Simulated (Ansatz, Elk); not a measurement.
## CaCu3: X-ray structure factors from the self-consistent density

Structure refinements treat a crystal as free atoms side by side. For a made-up structure of CaCu3 (cell and positions from a PBEsol relaxation) the runs below show what the calculated density changes in F(hkl).

Main program and level: Elk 11.2.3 (patched build); DFT, PBE, all-electron APW+lo, Dirac cores, scalar-relativistic bands, static density, no spin.

This account leaves out most program logs.

The structure was built from a prototype and need not be the compound's stable phase.

### Step 1. Starting point

Symmetry: Pm-3m, No. 221, cubic system. The conventional cell has a = 3.975 Å, b = 3.975 Å, c = 3.975 Å, α = 90.00°, β = 90.00°, γ = 90.00°. Cu has 8 Cu at 2.81 Å and 4 Ca at 2.81 Å nearest. Nearest to Ca lie 12 Cu at 2.81 Å. Farther neighbours are not listed.

### Step 2. Ground state and structure factors

An all-electron density is needed, since X-rays see the cores too. Task 0 finds the density and task 195 Fourier-transforms it; tshift is off so that phases refer to the origin typed.

Contents of elk.in:

```
tasks
  0
  195

xctype
  20

spinpol
  .false.

rgkmax
  7.0

gmaxvr
  14.0

lmaxo
  7

lmaxapw
  8

swidth
  0.002

tshift
  .false.

ramdisk
  .false.

hmaxvr
  5.5

maxscl
  120

epspot
  1e-06

sppath
  './'

avec
  7.51227283222 0.00000000000 -0.00000000000
  0.00000000000 7.51227283222 0.00000000000
  0.00000000000 0.00000000000 7.51227283222

atoms
  2
  'Cu.in'
  3
  0.5000000000 0.5000000000 0.0000000000   0.000000 0.000000 0.000000
  0.5000000000 -0.0000000000 0.5000000000   0.000000 0.000000 0.000000
  0.0000000000 0.5000000000 0.5000000000   0.000000 0.000000 0.000000
  'Ca.in'
  1
  -0.0000000000 0.0000000000 0.0000000000   0.000000 0.000000 0.000000

ngridk
  6 6 6
```

The run is started by

```
OMP_NUM_THREADS=4 elk
```

Elapsed: 15 s, on 4 threads of Arm Neoverse V2, shared host; peak memory 0.16 GiB; 41 s of CPU time.

SFACRHO.OUT:

```text

h k l indices transformed by vhmat matrix:
   1.000000000       0.000000000       0.000000000    
   0.000000000       1.000000000       0.000000000    
   0.000000000       0.000000000       1.000000000    

      h      k      l  multipl.   |H|            Re(F)            Im(F)           |F|

      0      0      0      1   0.0000000       107.00000     -0.85098351E-17   107.00000    
     -1      0      0      6  0.83638939      -9.4516787     -0.61043272E-14   9.4516787    
      1     -1      0     12   1.1828332      -9.1069649     -0.41420071E-14   9.1069649    
     -1     -1     -1      8   1.4486689       81.466206      0.16485006E-13   81.466206    
      0      0     -2      6   1.6727788       76.861682      0.10418841E-13   76.861682    
     -1     -2      0     24   1.8702235      -8.0505229     -0.50068475E-14   8.0505229    
      1     -2      1     24   2.0487272      -7.7792066     -0.95169695E-14   7.7792066    
      0      2     -2     12   2.3656664       63.903178      0.62379057E-14   63.903178    
      0     -3      0      6   2.5091682      -7.0496015     -0.12526338E-13   7.0496015    
     -1      2     -2     24   2.5091682      -7.0705170      0.17506165E-14   7.0705170    
      3      1      0     24   2.6448955      -6.8223395      0.75038304E-17   6.8223395    
      1     -3      1     24   2.7739898       57.201744      0.38785326E-14   57.201744    
     -2      2      2      8   2.8973378       55.346574     -0.75586292E-14   55.346574    
     -3      2      0     24   3.0156448      -6.0932464     -0.17570285E-13   6.0932464    
     -3      1      2     48   3.1294825      -5.8623093      0.26351572E-13   5.8623093    
      0     -4      0      6   3.3455576       49.202308      0.13419902E-13   49.202308    
      2     -2     -3     24   3.4485218      -5.2134503     -0.20249593E-13   5.2134503    
      4     -1      0     24   3.4485218      -5.2145830     -0.32779249E-14   5.2145830
```

Elk indexes on the primitive cell of elk.in and gives |H| = 4π sin θ/λ in inverse bohr. Below, one row stands for each form hkl of the conventional cell (m members, Friedel mates merged), F is for one primitive cell and the density is static (no thermal factor). Free-atom factors are Waasmaier and Kirfel's, and R is Σm||F|−|F'||/Σm|F|.

| hkl | m | sin θ/λ (Å⁻¹) | abs F, DFT | neutral atoms | diff. |
| --- | --- | --- | --- | --- | --- |
| 100 | 6 | 0.126 | 9.452 | 9.752 | -0.300 |
| 110 | 12 | 0.178 | 9.107 | 9.431 | -0.324 |
| 111 | 8 | 0.218 | 81.466 | 82.463 | -0.996 |
| 200 | 6 | 0.252 | 76.862 | 77.840 | -0.978 |
| 210 | 24 | 0.281 | 8.050 | 8.388 | -0.338 |
| 211 | 24 | 0.308 | 7.779 | 8.070 | -0.291 |
| 220 | 12 | 0.356 | 63.903 | 64.278 | -0.374 |
| 300 | 6 | 0.377 | 7.050 | 7.172 | -0.122 |
| 221 | 24 | 0.377 | 7.071 | 7.172 | -0.101 |
| 310 | 24 | 0.398 | 6.822 | 6.890 | -0.068 |
| 311 | 24 | 0.417 | 57.202 | 57.312 | -0.111 |
| 222 | 8 | 0.436 | 55.347 | 55.394 | -0.048 |
| 320 | 24 | 0.454 | 6.093 | 6.098 | -0.005 |
| 321 | 48 | 0.471 | 5.862 | 5.853 | +0.009 |
| 400 | 6 | 0.503 | 49.202 | 49.147 | +0.055 |
| 322 | 24 | 0.519 | 5.213 | 5.176 | +0.038 |
| 410 | 24 | 0.519 | 5.215 | 5.176 | +0.039 |
| 411 | 24 | 0.534 | 5.016 | 4.969 | +0.047 |

### Step 3. The highest occupied states alone

An energy window below the Fermi level keeps the highest occupied states, to see at which angles they scatter; shallow core shells can lie inside it and anion s states outside. No new self-consistency is needed.

Edit elk.in of step 2 so:

```diff
@@ -1,3 +1,2 @@
 tasks
-  0
   195
@@ -40,2 +39,5 @@
 
+wsfac
+  -0.152960 0.514540
+
 sppath
```

The run is started by

```
OMP_NUM_THREADS=4 elk
```

Elapsed: 4.9 s, on 4 threads; peak memory 0.17 GiB; 6.4 s of CPU time.

States within 10 eV below the Fermi level hold 35.00 electrons; any levels below the window count with the cores. Their amplitudes can exceed the total, where window and core parts have opposite phase:

| hkl | sin θ/λ (Å⁻¹) | abs F, window | abs F, all |
| --- | --- | --- | --- |
| 100 | 0.126 | 8.348 | 9.452 |
| 110 | 0.178 | 7.205 | 9.107 |
| 111 | 0.218 | 18.968 | 81.466 |
| 200 | 0.252 | 16.819 | 76.862 |
| 210 | 0.281 | 4.850 | 8.050 |
| 211 | 0.308 | 4.374 | 7.779 |
| 220 | 0.356 | 11.484 | 63.903 |
| 300 | 0.377 | 3.378 | 7.050 |
| 221 | 0.377 | 3.399 | 7.071 |
| 310 | 0.398 | 3.137 | 6.822 |

### Step 4. Another functional

The difference from free atoms is small, so it is set against the change that PBEsol makes.

Edit elk.in of step 3 so:

```diff
@@ -1,2 +1,3 @@
 tasks
+  0
   195
@@ -4,3 +5,3 @@
 xctype
-  20
+  22
 
@@ -39,5 +40,2 @@
 
-wsfac
-  -0.152960 0.514540
-
 sppath
```

The run is started by

```
OMP_NUM_THREADS=4 elk
```

Elapsed: 15 s, on 4 threads; peak memory 0.17 GiB; 41 s of CPU time.

Against the first run R = 0.03 %; the largest change is -0.032 at 200.

### Step 5. Basis size

A smaller basis shows how fast F responds to it; the change is likely larger than the basis error of the first run, but doesn't show convergence.

Edit elk.in of step 4 so:

```diff
@@ -5,3 +5,3 @@
 xctype
-  22
+  20
 
@@ -11,3 +11,3 @@
 rgkmax
-  7.0
+  5.5
```

The run is started by

```
OMP_NUM_THREADS=4 elk
```

Run time: 15 s. Hardware: 4 threads; peak memory 0.17 GiB; 39 s of CPU time.

Against the first run R = 0.04 %; the largest change is +0.086 at 220.

### Step 6. Basis size

The basis and the expansions that go with it are enlarged, to see whether the differences are converged.

Edit elk.in of step 5 so:

```diff
@@ -11,12 +11,12 @@
 rgkmax
-  5.5
+  8.5
 
 gmaxvr
-  14.0
+  18.0
 
 lmaxo
-  7
+  9
 
 lmaxapw
-  8
+  10
```

The run is started by

```
OMP_NUM_THREADS=4 elk
```

It took 35 s on 4 threads; peak memory 0.27 GiB.

Against the first run R = 0.01 %; the largest change is -0.011 at 222.

### Step 7. Settings against the effect

| run | R against the first run (%) | R against neutral atoms, low angle (%) | wall time |
| --- | --- | --- | --- |
| PBE, rgkmax 7 | 0.00 | 1.88 | 15 s |
| PBEsol | 0.03 | 1.91 | 15 s |
| rgkmax 5.5 | 0.04 | 1.91 | 15 s |
| rgkmax 8.5 with larger expansions | 0.01 | 1.86 | 35 s |

### Step 8. Outcome

| Item | Value |
| --- | --- |
| R against neutral atoms, sin θ/λ < 0.3 Å⁻¹ | 1.88 % |
| R against neutral atoms, 0.3 to 0.82 Å⁻¹ | 0.66 % |

**Reading.** Independent neutral atoms miss the calculated amplitudes by R = 1.88 % below 0.3 Å⁻¹ and 0.66 % from there to 0.82 Å⁻¹; by shells, 3.17 % below 0.15 Å⁻¹ (1 form), 1.83 % 0.15 to 0.3 (4 forms), 0.61 % 0.3 to 0.45 (7 forms), 0.68 % above 0.45 (38 forms). Bonding, aspherical density and the tables' own atoms all enter these figures, and the runs don't part them. The largest change of an amplitude is -1.00 electrons, at 111. The window's part falls from 35.0 electrons at the origin to at most 6.11 between 0.45 and 0.82 Å⁻¹, where compact states inside the window still scatter. Below 0.3 Å⁻¹ the changes that finished (PBEsol, rgkmax 5.5 and rgkmax 8.5 with larger expansions) move F by R = 0.05 % at most, against the 1.88 % that separates it from free atoms. The k-mesh has no finished test. These runs have no spin, though d or f shells may be open. Part of the difference isn't bonding: the tables are fits to free atoms and ions calculated by other methods than this functional. Thermal motion, anomalous dispersion and extinction are left out.

[Logs are printed without paths, hosts, clocks, repeated set-up lines and the standing remarks that a program may print on its own settings, such as how far it seeks lower states.]

[Hosts, paths, dates, database ids (printed as entryN), source tags and the programs' standing remarks are cut or masked in the printed files.]
